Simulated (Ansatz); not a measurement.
**A convergence test on BiOBr (P4/nmm): k mesh of the density**

Wanted: the cheapest k mesh of the density that holds the LDA gap of BiOBr (P4/nmm).

Calculated with Ansatz 0.2.0; DFT, LDA, plane waves, PAW.

## 1. The structure

It takes space group P4/nmm (No. 129, tetragonal). The conventional cell has a = 3.916 Å, b = 3.916 Å, c = 8.077 Å, α = 90.00°, β = 90.00°, γ = 90.00°. Bi has 4 O at 2.32 Å and 4 Br at 3.18 Å nearest. Br has 4 Bi at 3.18 Å nearest. Nearest to O lie 4 Bi at 2.32 Å. Farther neighbours, and contacts between anions beyond the nearest, are not listed.

The cell and positions come from the Crystallography Open Database and are kept as given unless a step says otherwise. The default PAW set here is soft_2. Its files were made with PBE.

## 2. k mesh of the density: 2×2×2

input.yaml

```yaml
crystal:
  lattice:
    - [3.916, 0.0, 0.0]
    - [0.0, 3.916, 0.0]
    - [0.0, 0.0, 8.077]
  atoms:
    - { symbol: Bi, position: [0.0, 0.5, 0.154] }
    - { symbol: Bi, position: [0.5, 0.0, 0.846] }
    - { symbol: Br, position: [0.0, 0.5, 0.653] }
    - { symbol: Br, position: [0.5, 0.0, 0.347] }
    - { symbol: O, position: [0.0, 0.0, 0.0] }
    - { symbol: O, position: [0.5, 0.5, 0.0] }
kpoints:
  mp_grid: { grid: [2, 2, 2] }
  band_path:
    path:
      - [0.0, 0.0, 0.0]
      - [0.0, 0.5, 0.0]
      - [0.5, 0.5, 0.0]
      - [0.0, 0.0, 0.5]
      - [0.0, 0.5, 0.5]
      - [0.5, 0.5, 0.5]
      - [0.0, 0.4, 0.5]
      - [0.0, 0.0, 0.4]
    npoints: 1
hamiltonian:
  xc: lda
scf:
  occupations: { method: fixed }
  n_extra_bands: 6
output:
  eigenvalues: true
```

On the command line:

```sh
ansatz run input.yaml --threads 4 --pin off --max-ram 18432MiB --backend cpu --events-out ev --progress --plain --runs-dir out
```

What it wrote:

```text
scf.n_extra_bands = 6 over 28 filled bands (N_el = 56.0): the run solves 34 bands
Engine: ansatz 0.2.0, aarch64-unknown-linux-gnu
Pseudopotentials: kind: paw
Pseudopotential: Bi, paw, valence charge 15, recommended cutoff 420 eV (normal), Bi.paw.azcp
Pseudopotential: Br, paw, valence charge 7, recommended cutoff 420 eV (normal), Br.paw.azcp
Pseudopotential: O, paw, valence charge 6, recommended cutoff 420 eV (normal), O.paw.azcp
Functional definition: SPW92
  exchange = slater_x
  correlation = pw_c
Crystal: 6 atoms, lattice volume = 123.861 Å³
Basis set: ecut = 420 eV, 2419 PW (Γ)
Bands: 34, of which v1, the nominal top of the filled ones, is band 28 counted from 1 (27 counted from 0)
Symmetry: 16 space group operations
Space group: P4/nmm (ITA 129), of the structure as read, at distance tolerance 5.0e-5 Å
k-points: 6 of 8
Non-local potential: Bi, projectors of the file, l = 0: 2, l = 1: 2, l = 2: 2, l = 3: 2
Non-local potential: Br, projectors of the file, l = 0: 2, l = 1: 2, l = 2: 2
Non-local potential: O, projectors of the file, l = 0: 2, l = 1: 2, l = 2: 1
PAW form: soft (Blöchl's): semilocal exchange-correlation on the pseudo side does not see the compensation charge
PAW frozen core: Bi, regenerated for the run's functional, and the local potential with it (the file was generated under x = pbe(κ = 0.804, μ = 0.219515), c = pbe(β = 0.066725))
PAW frozen core: Br, regenerated for the run's functional, and the local potential with it (the file was generated under x = pbe(κ = 0.804, μ = 0.219515), c = pbe(β = 0.066725))
PAW frozen core: O, regenerated for the run's functional, and the local potential with it (the file was generated under x = pbe(κ = 0.804, μ = 0.219515), c = pbe(β = 0.066725))
PAW one-centre angular grid: Bi, 590 points (default); XC on 64 Gauss nodes
PAW one-centre angular grid: Br, 110 points (default); XC on 64 Gauss nodes
PAW one-centre angular grid: O, 110 points (default); XC on 64 Gauss nodes
Initial density: superposition of atomic densities (neutral atoms: chi_scale 0, normalization atom), corrected by the library's trained network
Initial wavefunctions: pseudopotential atomic-orbital guess
Functional: x = slater, c = lda
SCF iter   1: F=—  HF=-30671.514509 eV  |F-HF|=—  |Δ(HF+E_count)|=         —  Δρ=1.00e-2  dr2=1.08e-1  ethr=1.77e-3  ⟨swp⟩=5.2  Hψ=787  notcnv=0  defer=24
preconditioner: auto → Resta (q_TF=auto, 2.390 Å⁻¹)  ε∞=3.4  [insulator: Δε(μ)=2.061 eV  Ē_g=16.248 eV  n_scr=30 (ndim 8)  ℏωp=25.0 eV  f_vac=0.002  ε∞_Penn≈3.4]
SCF iter   2: F=—  HF=-30671.496867 eV  |F-HF|=—  |Δ(HF+E_count)|=   1.76e-2  Δρ=5.14e-3  dr2=3.76e-2  ethr=1.93e-4  ⟨swp⟩=2.0  Hψ=372  notcnv=0  defer=24
SCF iter   3: F=—  HF=-30671.490683 eV  |F-HF|=—  |Δ(HF+E_count)|=   6.18e-3  Δρ=1.93e-3  dr2=3.37e-3  ethr=6.71e-5  ⟨swp⟩=2.3  Hψ=279  notcnv=0  defer=24
SCF iter   4: F=—  HF=-30671.489783 eV  |F-HF|=—  |Δ(HF+E_count)|=   8.99e-4  Δρ=3.81e-4  dr2=1.48e-4  ethr=6.02e-6  ⟨swp⟩=3.2  Hψ=374  notcnv=0  defer=24
SCF iter   5: F=—  HF=-30671.489759 eV  |F-HF|=—  |Δ(HF+E_count)|=   2.45e-5  Δρ=8.27e-5  dr2=9.20e-6  ethr=2.64e-7  ⟨swp⟩=2.0  Hψ=256  notcnv=0  defer=19
SCF iter   6: F=—  HF=-30671.489765 eV  |F-HF|=—  |Δ(HF+E_count)|=   5.98e-6  Δρ=1.83e-5  dr2=5.78e-7  ethr=1.64e-8  ⟨swp⟩=2.0  Hψ=272  notcnv=0  defer=13
SCF iter   7: F=-30671.489765 eV  HF=-30671.489765 eV  |F-HF|=3.74e-8  |Δ(HF+E_count)|=   5.08e-8  Δρ=6.09e-6  dr2=5.04e-8  ethr=1.79e-10  ⟨swp⟩=9.3  Hψ=861  notcnv=0
SCF 1 converged in 7 iterations: F = -30671.489765 eV  dr2 = 5.04e-8
[...]
NSCF: frozen V_eff on 8 k-points
SCF converged after 7 iterations
Free energy (F): -30671.489765 eV
Harris-Foulkes:  -30671.489765 eV  (|F-HF|=3.74e-8)
Internal energy: -30671.489765 eV  (E = F + TS)
E sigma→0 (E₀):  -30671.489765 eV
Fermi energy:    7.228850 eV
--- Per-component energies (eV) ---
  E_band       = -238.630079
  E_kinetic    = 1220.924402
  E_local      = -5454.519342  (includes V_loc(G=0)·N_el)
  E_nonlocal   = 1379.765520
  E_hartree    = 1990.509062
  E_xc         = -971.230984
  E_vxc        = -688.721458  (∫ρ·V_xc dr)
  E_paw        = -25321.109481  (= ΣΔE_a)
  E_vpaw       = -677.104443  (= ΣTr[D̂ρ^β])
  E_aug_tail   = 0.003963  (compensation charges beyond the density's cutoff)
  E_ewald      = -3516.430001
  E_core_change = 0.597096  (= ΣΔE_core)
  E_smearing   = -0.000000  (= −TS)
  E_closure    = -0.000000  (closes the sum)
  Σ components = -30671.489765   (vs F -30671.489765, Δ=0.00e0)
--- Band table (eV; the first three rows and the last of 6) ---
  k-point 0: bands = [... 24 lower, 6.3072, 6.5675, 6.5675, 6.6267, 9.5135, 10.4367, 12.1132, 12.1132, ... 2 higher]
  k-point 1: bands = [... 24 lower, 6.3166, 6.8926, 6.8926, 7.1928, 9.3229, 9.6082, 11.9326, 11.9326, ... 2 higher]
  k-point 2: bands = [... 24 lower, 6.8262, 6.8262, 7.1769, 7.1769, 11.5183, 11.5183, 12.0341, 12.0341, ... 2 higher]
  k-point 5: bands = [... 24 lower, 6.2153, 6.2153, 6.2478, 6.2478, 11.2387, 11.2387, 12.4919, 12.4919, ... 2 higher]
```

Wall time 0.87 s (4 threads of Arm Neoverse V1, shared host); peak memory 0.37 GiB; 2.7 s of CPU time.

In the SCF lines HF is the Harris–Foulkes energy and dr2 the Hartree energy of the density residual, in eV; the loop may stop once dr2 is under the threshold and the program's other checks hold. Hψ counts applications of the Hamiltonian.

Read from the output:

- gap: 1.974 eV
- valence top at: k = (0.000, 0.400, 0.500)
- conduction bottom at: k = (0.000, 0.000, 0.400)
- least direct gap: 2.130 eV

The gap is indirect, with the least direct gap 0.16 eV higher.

## 3. k mesh of the density: 4×4×2

input.yaml: that of step 2 with these lines changed.

```diff
@@ -13,3 +13,3 @@
 kpoints:
-  mp_grid: { grid: [2, 2, 2] }
+  mp_grid: { grid: [4, 4, 2] }
   band_path:
```

What it wrote:

```text
[...]
Crystal: 6 atoms, lattice volume = 123.861 Å³
Basis set: ecut = 420 eV, 2419 PW (Γ)
Bands: 34, of which v1, the nominal top of the filled ones, is band 28 counted from 1 (27 counted from 0)
[... 1 set-up line as in the run before ...]
[...]
k-points: 12 of 32
[...]
--- Band table (eV; the first three rows and the last of 12) ---
  k-point 0: bands = [... 24 lower, 6.2362, 6.5048, 6.5048, 6.5707, 9.5218, 10.4336, 12.1099, 12.1099, ... 2 higher]
  k-point 1: bands = [... 24 lower, 6.2999, 6.8204, 6.8204, 7.1240, 9.3333, 9.6153, 11.9342, 11.9342, ... 2 higher]
  k-point 2: bands = [... 24 lower, 6.6604, 6.7123, 6.9511, 7.1346, 11.0739, 11.3341, 11.3982, 11.8780, ... 2 higher]
  k-point 11: bands = [... 24 lower, 6.1493, 6.1493, 6.2252, 6.2252, 11.2205, 11.2205, 12.4909, 12.4909, ... 2 higher]
[key lines of the parts left out:]
SCF converged after 7 iterations
Free energy (F): -30671.888215 eV
Fermi energy:    7.174507 eV
```

The job ended after 1.3 s (4 threads; peak memory 0.41 GiB; 4.3 s of CPU time).

This step gave:

* gap: 2.035 eV
* valence top at: k = (0.000, 0.400, 0.500)
* conduction bottom at: k = (0.000, 0.000, 0.400)
* least direct gap: 2.209 eV

The gap is 2.035 eV, +0.061 eV from the run before at this level.

## 4. k mesh of the density: 6×6×4 (the default)

input.yaml, the sections that differ from step 3:

```yaml
kpoints:
  mp_grid: { grid: [6, 6, 4] }
  band_path:
    path:
      - [[0.0, 0.0, 0.0], [0.0, 0.5, 0.0], [0.5, 0.5, 0.0], [0.0, 0.0, 0.0], [0.0, 0.0, 0.5], [0.0, 0.5, 0.5], [0.5, 0.5, 0.5], [0.0, 0.0, 0.5]]
      - [[0.0, 0.5, 0.0], [0.0, 0.5, 0.5]]
      - [[0.5, 0.5, 0.0], [0.5, 0.5, 0.5]]
    npoints: 10
scf:
  occupations: { method: fermi_dirac, width: 0.02 }
  n_extra_bands: 6
output:
  eigenvalues: true
  write_density: true
  write_potential: true
  elf: true
  volumetric_format: npy
# crystal, hamiltonian: as in step 3
```

What it wrote:

```text
[...]
Crystal: 6 atoms, lattice volume = 123.861 Å³
Basis set: ecut = 420 eV, 2419 PW (Γ)
Bands: 34, of which v1, the nominal top of the filled ones, is band 28 counted from 1 (27 counted from 0)
[... 1 set-up line as in the run before ...]
[...]
k-points: 30 of 144
[...]
--- Band table (eV; the first three rows and the last of 30) ---
  k-point 0: bands = [... 24 lower, 6.2316, 6.5007, 6.5007, 6.5690, 9.5245, 10.4353, 12.1103, 12.1103, ... 2 higher]
  k-point 1: bands = [... 24 lower, 6.2004, 6.6892, 6.6892, 6.8462, 9.3956, 10.0655, 12.0210, 12.0210, ... 2 higher]
  k-point 2: bands = [... 24 lower, 6.3014, 6.8157, 6.8157, 7.1212, 9.3356, 9.6180, 11.9350, 11.9350, ... 2 higher]
  k-point 29: bands = [... 24 lower, 6.1462, 6.1462, 6.2266, 6.2266, 11.2201, 11.2201, 12.4926, 12.4926, ... 2 higher]
[key lines of the parts left out:]
SCF converged after 6 iterations
Free energy (F): -30671.899149 eV
Fermi energy:    8.306086 eV
```

Elapsed: 4.3 s, on 4 threads; peak memory 0.5 GiB.

Numbers from this step:

```yaml
gap: 2.039 eV
valence_top_at: k = (0.000, 0.400, 0.500)
conduction_bottom_at: k = (0.000, 0.000, 0.400)
least_direct_gap: 2.214 eV
```

The gap is 2.039 eV, +0.005 eV from the run before at this level.

## 5. k mesh of the density: 8×8×4

input.yaml, the sections that differ from step 4:

```yaml
kpoints:
  mp_grid: { grid: [8, 8, 4] }
  band_path:
    path:
      - [0.0, 0.0, 0.0]
      - [0.0, 0.5, 0.0]
      - [0.5, 0.5, 0.0]
      - [0.0, 0.0, 0.5]
      - [0.0, 0.5, 0.5]
      - [0.5, 0.5, 0.5]
      - [0.0, 0.4, 0.5]
      - [0.0, 0.0, 0.4]
    npoints: 1
scf:
  occupations: { method: fixed }
  n_extra_bands: 6
# crystal, hamiltonian, output: as in step 4
```

What it wrote:

```text
[...]
Crystal: 6 atoms, lattice volume = 123.861 Å³
Basis set: ecut = 420 eV, 2419 PW (Γ)
Bands: 34, of which v1, the nominal top of the filled ones, is band 28 counted from 1 (27 counted from 0)
[... 1 set-up line as in the run before ...]
[...]
k-points: 45 of 256
[...]
--- Band table (eV; the first three rows and the last of 45) ---
  k-point 0: bands = [... 24 lower, 6.2313, 6.5004, 6.5004, 6.5689, 9.5247, 10.4355, 12.1104, 12.1104, ... 2 higher]
  k-point 1: bands = [... 24 lower, 6.2006, 6.6889, 6.6889, 6.8460, 9.3959, 10.0657, 12.0211, 12.0211, ... 2 higher]
  k-point 2: bands = [... 24 lower, 6.3016, 6.8153, 6.8153, 7.1210, 9.3358, 9.6183, 11.9351, 11.9351, ... 2 higher]
  k-point 44: bands = [... 24 lower, 6.1459, 6.1459, 6.2270, 6.2270, 11.2201, 11.2201, 12.4928, 12.4928, ... 2 higher]
[key lines of the parts left out:]
SCF converged after 7 iterations
Free energy (F): -30671.899555 eV
Fermi energy:    7.281007 eV
```

Elapsed: 3.5 s, on 4 threads; peak memory 0.48 GiB; 13 s of CPU time.

This step gave:

| Property | Result |
| --- | --- |
| gap | 2.040 eV |
| valence top at | k = (0.000, 0.400, 0.500) |
| conduction bottom at | k = (0.000, 0.000, 0.400) |
| least direct gap | 2.215 eV |

The gap is 2.040 eV, as in the run before at this level.

## 6. The series

Differences are against the last row; a negative gap means that bands overlap, and a run with a band path holds that path's time. Times are wall times on 4 threads of Arm Neoverse V1, shared host, good to a factor of about two.

| k mesh of the density | gap (eV) | direct gap (eV) | gap error (eV) | energy error (meV/atom) | irreducible k | time |
| --- | --- | --- | --- | --- | --- | --- |
| 2×2×2 | 1.974 | 2.130 | −0.066 | +68.3 | 6 | 0.87 s |
| 4×4×2 | 2.035 | 2.209 | −0.005 | +1.9 | 12 | 1.3 s |
| 6×6×4 | 2.039 | 2.214 | −0.0003 | +0.1 | 30 | 4.3 s |
| 8×8×4 | 2.040 | 2.215 | +0.000 | +0.0 | 45 | 3.5 s |

## 7. What came out

```yaml
2x2x2: 1.974 eV
4x4x2: 2.035 eV
6x6x4: 2.039 eV
8x8x4: 2.040 eV
```

What this shows: The gap holds to 0.02 eV from 4×4×2 on. At 2×2×2 the gap is off by −0.066 eV and the energy by +68 meV/atom. The gap is read over the mesh and added points near the edges, so meshes differ mainly through the density and, for a hybrid, the exchange operator.

[Long decimals in the printed logs are rounded to 6 places.]

[Logs are printed without paths, hosts, clocks, repeated set-up lines and the standing remarks that a program may print on its own settings, such as how far it seeks lower states.]

[Paths, hosts, dates, memory and timing lines, banners, echoed tables and standing remarks are left out of the program output; an Ansatz launch command may be rebuilt from the run's recorded settings. Measured values are a selection of at most five: reports struck by readers or far from the other reports are left out. None is set beside runs whose start may be inverted or whose files or cutoffs have a known fault.]

[Runs of the session that timed out or met a known fault of the program may be left out.]

[Cells called generated may have been cut or substituted from an entry of the Crystallography Open Database or the Materials Project.]

[Hosts, paths, dates, database ids (printed as entryN), source tags and the programs' standing remarks are cut or masked in the printed files.]

[Where the starting crystal was built by hand or by swapping elements, it need not be the compound's stable phase.]
